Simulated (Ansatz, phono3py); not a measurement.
# Scattering channels in NaCl (Fm-3m), one at a time, part 2 of 5

Aim: with force constants in hand, see how mesh, solver, isotopes and boundaries change the conductivity of NaCl.

What experiment has found for this phase:
- thermal conductivity 7.1 W/m/K near room temperature (given in “Combining the AFLOW GIBBS and Elastic Libraries to efficiently and robustly screen thermo-mechanical properties of solids”, 2017, arXiv:1611.05714)
- thermal conductivity 7.1 W/m/K near room temperature (given in “Predicting the lattice thermal conductivity of solids by solving the Boltzmann transport equation: AFLOW - AAPL an automated, accurate and efficient framework”, 2017, arXiv:1611.05481)

phono3py 4.10.0; DFT LDA, scalar-relativistic, plane waves, PAW; PAW set soft_1; phono3py on Ansatz's force constants.

So far, κ at 300 K (W/m/K): step 2 (relaxation-time solution) 9.66; step 4 (isotopes none) 10.1; step 5 (q-mesh of the transport sums 5×5×5) 9.91.

The database entry behind the starting cell differs from later determinations by our own check (an axis about 0.4 % short against later determinations), so it need not match the best structure at ambient conditions.

## Step 6: Another q-mesh, third order supercell 3×3×3, supercell 6×6×6 (run 2)

The q-mesh of the transport sums changes, with the same scattering terms.

Input file phono3py.yaml:

```yaml
phono3py:
  version: "4.10.0"
  frequency_unit_conversion_factor: 15.633302
  symmetry_tolerance: 1.00000e-05

physical_unit:
  atomic_mass: "AMU"
  length: "angstrom"

space_group:
  type: "Fm-3m"
  number: 225
  Hall_symbol: "-F 4 2 3"

primitive_matrix:
- [  1.000000000000000,  0.000000000000000,  0.000000000000000 ]
- [  0.000000000000000,  1.000000000000000,  0.000000000000000 ]
- [  0.000000000000000,  0.000000000000000,  1.000000000000000 ]

supercell_matrix:
- [   3,   0,   0 ]
- [   0,   3,   0 ]
- [   0,   0,   3 ]

# [primitive_cell block left out]
unit_cell:
  lattice:
  - [     0.000000000000000,     2.732237653900000,     2.732237653900000 ] # a
  - [     2.732237653900000,     0.000000000000000,     2.732237653900000 ] # b
  - [     2.732237653900000,     2.732237653900000,     0.000000000000000 ] # c
  points:
  - symbol: Na # 1
    coordinates: [  0.000000000000000,  0.000000000000000,  0.000000000000000 ]
    mass: 22.989769
    reduced_to: 1
  - symbol: Cl # 2
    coordinates: [  0.500000000000000,  0.500000000000000,  0.500000000000000 ]
    mass: 35.450000
    reduced_to: 2

# [supercell block left out]
phonon_supercell_matrix:
- [   6,   0,   0 ]
- [   0,   6,   0 ]
- [   0,   0,   6 ]

# [phonon_primitive_cell block left out]
# [phonon_supercell block left out]
nac:
  born_effective_charge:
  - # 1 (Na)
    - [  1.071467268649414,  0.000000000000000,  0.000000000000000 ]
    - [  0.000000000000000,  1.071467268649414,  0.000000000000000 ]
    - [  0.000000000000000,  0.000000000000000,  1.071467268649414 ]
  - # 2 (Cl)
    - [ -1.071467268649414,  0.000000000000000,  0.000000000000000 ]
    - [  0.000000000000000, -1.071467268649414,  0.000000000000000 ]
    - [  0.000000000000000,  0.000000000000000, -1.071467268649414 ]
  dielectric_constant:
    - [  2.665497813049287,  0.000000000000000,  0.000000000000000 ]
    - [  0.000000000000000,  2.665497813049287,  0.000000000000000 ]
    - [  0.000000000000000,  0.000000000000000,  2.665497813049287 ]
  unit_conversion_factor: 14.399645
```

Launch:

```bash
phono3py phono3py.yaml --mesh 7 7 7 --br --isotope --ts 100 300 600
```

What it wrote:

```text
[banner, memory and clock lines left out]
Rust backend (phonors) using rayon (8 threads).
Running in phono3py.load mode.
Spglib version 2.8.0
----------------------------- General settings -----------------------------
Run mode: conductivity-RTA
HDF5 data compression filter: gzip
Crystal structure was read from "phono3py.yaml".
Supercell (dim): [3 3 3]
Phonon supercell (dim-fc2): [6 6 6]
Primitive matrix:
  [1. 0. 0.]
  [0. 1. 0.]
  [0. 0. 1.]
Spacegroup: Fm-3m (225)
Use -v option to watch primitive cell, unit cell, and supercell structures.
[...]
6.002   (   4.902    1.463    0.000)    5.115
   6.133   (   1.226   -2.892   -0.000)    3.141
=================== End of collection of collisions ===================
----------- Thermal conductivity (W/m-k) with tetrahedron method -----------
#  T(K)        xx         yy         zz         yz         xz         xy
  100.0      27.669     27.669     27.669      0.000     -0.000     -0.000
  300.0       9.620      9.620      9.620      0.000     -0.000     -0.000
  600.0       4.917      4.917      4.917      0.000     -0.000     -0.000

Thermal conductivity related properties were written into
"kappa-m777.hdf5".
Summary of calculation was written in "phono3py.yaml".
```

Run time: 2.9 s. Hardware: 8 threads of Arm Neoverse V2, shared host; peak memory 0.28 GiB; 3.4 s of CPU time.

W/m/K. Kappa, by row:

```
T (K)     xx     yy     zz  yz  xz  xy
  100  27.67  27.67  27.67   0   0   0
  300   9.62   9.62   9.62   0   0   0
  600  4.917  4.917  4.917   0   0   0
```

κ at 300 K goes from 9.66 in the base run to 9.62 W/(m K).

## Step 7: Another q-mesh, third order supercell 3×3×3, supercell 6×6×6 (run 3)

The q-mesh of the transport sums changes, with the same scattering terms.

phono3py.yaml is that of step 6.

Launch:

```bash
phono3py phono3py.yaml --mesh 11 11 11 --br --isotope --ts 100 300 600
```

What it wrote:

```text
[banner, memory and clock lines left out]
Rust backend (phonors) using rayon (8 threads).
Running in phono3py.load mode.
Spglib version 2.8.0
----------------------------- General settings -----------------------------
Run mode: conductivity-RTA
HDF5 data compression filter: gzip
Crystal structure was read from "phono3py.yaml".
Supercell (dim): [3 3 3]
Phonon supercell (dim-fc2): [6 6 6]
Primitive matrix:
  [1. 0. 0.]
  [0. 1. 0.]
  [0. 0. 1.]
Spacegroup: Fm-3m (225)
Use -v option to watch primitive cell, unit cell, and supercell structures.
[...]
6.053   (   3.703    2.450    0.000)    4.440
   6.129   (   0.805   -2.975   -0.000)    3.082
=================== End of collection of collisions ===================
----------- Thermal conductivity (W/m-k) with tetrahedron method -----------
#  T(K)        xx         yy         zz         yz         xz         xy
  100.0      29.301     29.301     29.301      0.000     -0.000     -0.000
  300.0       9.871      9.871      9.871      0.000     -0.000     -0.000
  600.0       5.010      5.010      5.010      0.000     -0.000     -0.000

Thermal conductivity related properties were written into
"kappa-m111111.hdf5".
Summary of calculation was written in "phono3py.yaml".
```

It took 3.7 s on 8 threads; peak memory 0.28 GiB; 9.2 s of CPU time.

W/m/K. Kappa, by row:

```
T (K)     xx     yy     zz  yz  xz  xy
  100   29.3   29.3   29.3   0   0   0
  300  9.871  9.871  9.871   0   0   0
  600   5.01   5.01   5.01   0   0   0
```

κ at 300 K goes from 9.66 in the base run to 9.87 W/(m K).

## Step 8: Another q-mesh, third order supercell 3×3×3, supercell 6×6×6 (run 4)

The q-mesh of the transport sums changes, with the same scattering terms.

phono3py.yaml is that of step 7.

Launch:

```bash
phono3py phono3py.yaml --mesh 13 13 13 --br --isotope --ts 100 300 600
```

What it wrote:

```text
[banner, memory and clock lines left out]
Rust backend (phonors) using rayon (8 threads).
Running in phono3py.load mode.
Spglib version 2.8.0
----------------------------- General settings -----------------------------
Run mode: conductivity-RTA
HDF5 data compression filter: gzip
Crystal structure was read from "phono3py.yaml".
Supercell (dim): [3 3 3]
Phonon supercell (dim-fc2): [6 6 6]
Primitive matrix:
  [1. 0. 0.]
  [0. 1. 0.]
  [0. 0. 1.]
Spacegroup: Fm-3m (225)
Use -v option to watch primitive cell, unit cell, and supercell structures.
[...]
6.084   (   0.000    3.070    0.659)    3.139
   6.103   (  -0.000   -2.632    4.070)    4.847
=================== End of collection of collisions ===================
----------- Thermal conductivity (W/m-k) with tetrahedron method -----------
#  T(K)        xx         yy         zz         yz         xz         xy
  100.0      28.753     28.753     28.753      0.000     -0.000     -0.000
  300.0       9.711      9.711      9.711      0.000     -0.000     -0.000
  600.0       4.935      4.935      4.935      0.000     -0.000     -0.000

Thermal conductivity related properties were written into
"kappa-m131313.hdf5".
Summary of calculation was written in "phono3py.yaml".
```

It took 5.1 s on 8 threads; peak memory 0.28 GiB.

W/m/K. Kappa, by row:

```
T (K)     xx     yy     zz  yz  xz  xy
  100  28.75  28.75  28.75   0   0   0
  300  9.711  9.711  9.711   0   0   0
  600  4.935  4.935  4.935   0   0   0
```

κ at 300 K goes from 9.66 in the base run to 9.71 W/(m K).

## Step 9: Another q-mesh, third order supercell 3×3×3, supercell 6×6×6 (run 5)

The q-mesh of the transport sums changes, with the same scattering terms.

phono3py.yaml is that of step 8.

Launch:

```bash
phono3py phono3py.yaml --mesh 17 17 17 --br --isotope --ts 100 300 600
```

What it wrote:

```text
[banner, memory and clock lines left out]
Rust backend (phonors) using rayon (8 threads).
Running in phono3py.load mode.
Spglib version 2.8.0
----------------------------- General settings -----------------------------
Run mode: conductivity-RTA
HDF5 data compression filter: gzip
Crystal structure was read from "phono3py.yaml".
Supercell (dim): [3 3 3]
Phonon supercell (dim-fc2): [6 6 6]
Primitive matrix:
  [1. 0. 0.]
  [0. 1. 0.]
  [0. 0. 1.]
Spacegroup: Fm-3m (225)
Use -v option to watch primitive cell, unit cell, and supercell structures.
[...]
6.091   (   0.000    3.076    0.511)    3.119
   6.110   (  -0.000   -2.799    3.070)    4.155
=================== End of collection of collisions ===================
----------- Thermal conductivity (W/m-k) with tetrahedron method -----------
#  T(K)        xx         yy         zz         yz         xz         xy
  100.0      28.685     28.685     28.685      0.000     -0.000     -0.000
  300.0       9.630      9.630      9.630      0.000     -0.000     -0.000
  600.0       4.888      4.888      4.888      0.000     -0.000     -0.000

Thermal conductivity related properties were written into
"kappa-m171717.hdf5".
Summary of calculation was written in "phono3py.yaml".
```

Elapsed: 13 s, on 8 threads; peak memory 0.28 GiB; 80 s of CPU time.

κ at 300 K goes from 9.66 in the base run to 9.63 W/(m K).

## Step 10: Another q-mesh, third order supercell 3×3×3, supercell 6×6×6 (run 6)

The q-mesh of the transport sums changes, with the same scattering terms.

phono3py.yaml is that of step 9.

Launch:

```bash
phono3py phono3py.yaml --mesh 23 23 23 --br --isotope --ts 100 300 600
```

What it wrote:

```text
[banner, memory and clock lines left out]
Rust backend (phonors) using rayon (8 threads).
Running in phono3py.load mode.
Spglib version 2.8.0
----------------------------- General settings -----------------------------
Run mode: conductivity-RTA
HDF5 data compression filter: gzip
Crystal structure was read from "phono3py.yaml".
Supercell (dim): [3 3 3]
Phonon supercell (dim-fc2): [6 6 6]
Primitive matrix:
  [1. 0. 0.]
  [0. 1. 0.]
  [0. 0. 1.]
Spacegroup: Fm-3m (225)
Use -v option to watch primitive cell, unit cell, and supercell structures.
[...]
6.090   (   1.973    2.945    0.000)    3.545
   6.121   (   0.391   -3.033   -0.000)    3.058
=================== End of collection of collisions ===================
----------- Thermal conductivity (W/m-k) with tetrahedron method -----------
#  T(K)        xx         yy         zz         yz         xz         xy
  100.0      28.519     28.519     28.519      0.000     -0.000     -0.000
  300.0       9.587      9.587      9.587      0.000     -0.000     -0.000
  600.0       4.867      4.867      4.867      0.000     -0.000     -0.000

Thermal conductivity related properties were written into
"kappa-m232323.hdf5".
Summary of calculation was written in "phono3py.yaml".
```

Run time: 59 s. Hardware: 8 threads; peak memory 0.28 GiB.

κ at 300 K goes from 9.66 in the base run to 9.59 W/(m K).

## Step 11: Another q-mesh, third order supercell 3×3×3, supercell 6×6×6 (run 7)

The q-mesh of the transport sums changes, with the same scattering terms.

phono3py.yaml is that of step 10.

Launch:

```bash
phono3py phono3py.yaml --mesh 29 29 29 --br --isotope --ts 100 300 600
```

What it wrote:

```text
[banner, memory and clock lines left out]
Rust backend (phonors) using rayon (8 threads).
Running in phono3py.load mode.
Spglib version 2.8.0
----------------------------- General settings -----------------------------
Run mode: conductivity-RTA
HDF5 data compression filter: gzip
Crystal structure was read from "phono3py.yaml".
Supercell (dim): [3 3 3]
Phonon supercell (dim-fc2): [6 6 6]
Primitive matrix:
  [1. 0. 0.]
  [0. 1. 0.]
  [0. 0. 1.]
Spacegroup: Fm-3m (225)
Use -v option to watch primitive cell, unit cell, and supercell structures.
[...]
6.100   (   0.000    3.078    0.305)    3.093
   6.114   (  -0.000   -2.965    1.757)    3.446
=================== End of collection of collisions ===================
----------- Thermal conductivity (W/m-k) with tetrahedron method -----------
#  T(K)        xx         yy         zz         yz         xz         xy
  100.0      28.286     28.286     28.286      0.000     -0.000     -0.000
  300.0       9.517      9.517      9.517      0.000     -0.000     -0.000
  600.0       4.833      4.833      4.833      0.000     -0.000     -0.000

Thermal conductivity related properties were written into
"kappa-m292929.hdf5".
Summary of calculation was written in "phono3py.yaml".
```

Wall time 3.9 min (8 threads); peak memory 0.28 GiB.

κ at 300 K goes from 9.66 in the base run to 9.52 W/(m K).

## Step 12: Mesh convergence

This step: DFT LDA, scalar-relativistic, plane waves, PAW; PAW set soft_1 (phono3py 4.10.0).

Series, by row:

```
mesh points along each axis  kappa at 100 K (W/m/K)  kappa at 300 K (W/m/K)  kappa at 600 K (W/m/K)  seconds
                          5                   27.17                   9.909                   5.095     2.81
                          7                   27.67                    9.62                   4.917     2.86
                         11                    29.3                   9.871                    5.01     3.71
                         13                   28.75                   9.711                   4.935     5.13
                         17                   28.68                    9.63                   4.888    13.34
                         23                   28.52                   9.587                   4.867    58.84
                         29                   28.29                   9.517                   4.833    231.6
```

## Step 13: Boundary scattering, third order supercell 3×3×3, supercell 6×6×6

A boundary term v/L is added to each rate, a simple model of grains or a thin sample.

This step: DFT LDA, scalar-relativistic, plane waves, PAW; PAW set soft_1; phono3py on Ansatz's force constants (phono3py 4.10.0).

phono3py.yaml is that of step 11.

Launch:

```bash
phono3py phono3py.yaml --mesh 19 19 19 --br --isotope --boundary-mfp 0.01 --ts 50 100 150 200 300 400 500 600 800
```

What it wrote:

```text
[banner, memory and clock lines left out]
Rust backend (phonors) using rayon (8 threads).
Running in phono3py.load mode.
Spglib version 2.8.0
----------------------------- General settings -----------------------------
Run mode: conductivity-RTA
HDF5 data compression filter: gzip
Crystal structure was read from "phono3py.yaml".
Supercell (dim): [3 3 3]
Phonon supercell (dim-fc2): [6 6 6]
Primitive matrix:
  [1. 0. 0.]
  [0. 1. 0.]
  [0. 0. 1.]
Spacegroup: Fm-3m (225)
Use -v option to watch primitive cell, unit cell, and supercell structures.
NAC parameters were read from "phono3py.yaml".
fc3 was read from "fc3.hdf5".
fc2 was read from "fc2.hdf5".
----------------------------- Force constants ------------------------------
Max drift of fc3: -0.00000000 (zzz) -0.00000000 (zzz) -0.00000000 (zzz)
Max drift of fc2: 0.00000000 (yy) 0.00000000 (yy)
--------------------------- Calculation settings ---------------------------
Non-analytical term correction (NAC): True
NAC unit conversion factor:  14.39964
BZ integration: Tetrahedron-method
Temperature:  50.0  100.0  150.0  200.0  300.0 ... 800.0
Cutoff frequency: 0.01
Mesh sampling: [ 19 19 19 ]
Generating grid system ... [ 19 19 19 ]
fc3-r2q-transformation over three atoms: True
--------------------------- Phonon calculations ----------------------------
  PRB 50, 13035(R) (1994), PRB 55, 10355 (1997)
  G-cutoff distance: 1.21, Number of G-points: 307, Lambda: 0.21
Running harmonic phonon calculations...
-------------------- Lattice thermal conductivity (RTA) --------------------
Running heat capacity calculations...
Running velocity calculations...
Running isotope scattering calculations with tetrahedron method...
======================= Grid point 0 (1/220) =======================
q-point: ( 0.00  0.00  0.00)
Boundary mean free path (micrometer): 0.01000
Mass variance parameters: 0.00e+00 5.83e-04
Number of triplets: 220
Frequency     group velocity (x, y, z)     |gv|
   0.000   (   0.000    0.000    0.000)    0.000
   0.000   (   0.000    0.000    0.000)    0.000
   0.000   (   0.000    0.000    0.000)    0.000
   5.646   (   0.000    0.000    0.000)    0.000
   5.646   (   0.000    0.000    0.000)    0.000
   5.646   (   0.000    0.000    0.000)    0.000
======================= Grid point 1 (2/220) =======================
q-point: ( 0.05  0.00  0.00)
Boundary mean free path (micrometer): 0.01000
Mass variance parameters: 0.00e+00 5.83e-04
Number of triplets: 670
Frequency     group velocity (x, y, z)     |gv|
   0.522   ( -17.962   17.962   17.962)   31.111
   0.522   ( -17.962   17.962   17.962)   31.111
   0.758   ( -26.108   26.108   26.108)   45.220
   5.630   (   1.034   -1.034   -1.034)    1.790
   5.630   (   1.034   -1.034   -1.034)    1.790
   8.067   (   1.214   -1.214   -1.214)    2.103
[217 grid points left out]
======================= Grid point 1647 (220/220) =======================
q-point: (-0.26  0.47  0.21)
Boundary mean free path (micrometer): 0.01000
Mass variance parameters: 0.00e+00 5.83e-04
Number of triplets: 1810
Frequency     group velocity (x, y, z)     |gv|
   3.408   (  -3.567   13.732    0.000)   14.188
   3.509   (   1.398  -12.499   -0.000)   12.576
   4.417   (  -2.299    9.246    0.000)    9.528
   5.135   (  -0.615   -6.762   -0.000)    6.790
   6.084   (   2.346    2.880    0.000)    3.714
   6.123   (   0.472   -3.023   -0.000)    3.060
=================== End of collection of collisions ===================
----------- Thermal conductivity (W/m-k) with tetrahedron method -----------
#  T(K)        xx         yy         zz         yz         xz         xy
   50.0       3.158      3.158      3.158      0.000     -0.000     -0.000
  100.0       5.008      5.008      5.008      0.000     -0.000     -0.000
  150.0       4.995      4.995      4.995      0.000     -0.000     -0.000
  200.0       4.654      4.654      4.654      0.000     -0.000     -0.000
  300.0       3.958      3.958      3.958      0.000     -0.000     -0.000
  400.0       3.417      3.417      3.417      0.000     -0.000     -0.000
  500.0       3.006      3.006      3.006      0.000     -0.000     -0.000
  600.0       2.685      2.685      2.685      0.000     -0.000     -0.000
  800.0       2.217      2.217      2.217      0.000     -0.000     -0.000

Thermal conductivity related properties were written into
"kappa-m191919.hdf5".
Summary of calculation was written in "phono3py.yaml".
```

It took 24 s on 8 threads; peak memory 0.28 GiB.

This step gave:

* κ at 300 K: 3.958 W/m/K
* κ xx, yy, zz at 300 K: 3.958, 3.958, 3.958 W/m/K

W/m/K. Kappa, by row:

```
T (K)     xx     yy     zz  yz  xz  xy
   50  3.158  3.158  3.158   0   0   0
  100  5.008  5.008  5.008   0   0   0
  150  4.995  4.995  4.995   0   0   0
  200  4.654  4.654  4.654   0   0   0
  300  3.958  3.958  3.958   0   0   0
  400  3.417  3.417  3.417   0   0   0
  500  3.006  3.006  3.006   0   0   0
  600  2.685  2.685  2.685   0   0   0
  800  2.217  2.217  2.217   0   0   0
```

κ at 300 K goes from 9.66 in the base run to 3.96 W/(m K).

## Step 14: Boundary scattering, third order supercell 3×3×3, supercell 6×6×6 (run 2)

A boundary term v/L is added to each rate, a simple model of grains or a thin sample.

phono3py.yaml is that of step 13.

Launch:

```bash
phono3py phono3py.yaml --mesh 19 19 19 --br --isotope --boundary-mfp 10 --ts 50 100 150 200 300 400 500 600 800
```

What it wrote:

```text
[banner, memory and clock lines left out]
Rust backend (phonors) using rayon (8 threads).
Running in phono3py.load mode.
Spglib version 2.8.0
----------------------------- General settings -----------------------------
Run mode: conductivity-RTA
HDF5 data compression filter: gzip
Crystal structure was read from "phono3py.yaml".
Supercell (dim): [3 3 3]
Phonon supercell (dim-fc2): [6 6 6]
Primitive matrix:
  [1. 0. 0.]
  [0. 1. 0.]
  [0. 0. 1.]
Spacegroup: Fm-3m (225)
Use -v option to watch primitive cell, unit cell, and supercell structures.
[...]
----------- Thermal conductivity (W/m-k) with tetrahedron method -----------
#  T(K)        xx         yy         zz         yz         xz         xy
   50.0      59.495     59.495     59.495      0.000     -0.000     -0.000
  100.0      27.695     27.695     27.695      0.000     -0.000     -0.000
  150.0      18.635     18.635     18.635      0.000     -0.000     -0.000
[...]
600.0       4.885      4.885      4.885      0.000     -0.000     -0.000
  800.0       3.684      3.684      3.684      0.000     -0.000     -0.000

Thermal conductivity related properties were written into
"kappa-m191919.hdf5".
Summary of calculation was written in "phono3py.yaml".
```

The job ended after 24 s (8 threads; peak memory 0.28 GiB; 2.7 min of CPU time).

This step gave:

* κ at 300 K: 9.578 W/m/K
* κ xx, yy, zz at 300 K: 9.578, 9.578, 9.578 W/m/K

κ at 300 K goes from 9.66 in the base run to 9.58 W/(m K).

[end of part 2 of 5]

[Logs are printed without paths, hosts, clocks, repeated set-up lines and the standing remarks that a program may print on its own settings, such as how far it seeks lower states.]

[Hosts, paths, dates, database ids (printed as entryN), source tags and the programs' standing remarks are cut or masked in the printed files.]

[A step with changed settings may run another functional than the one named; its input shows which.]
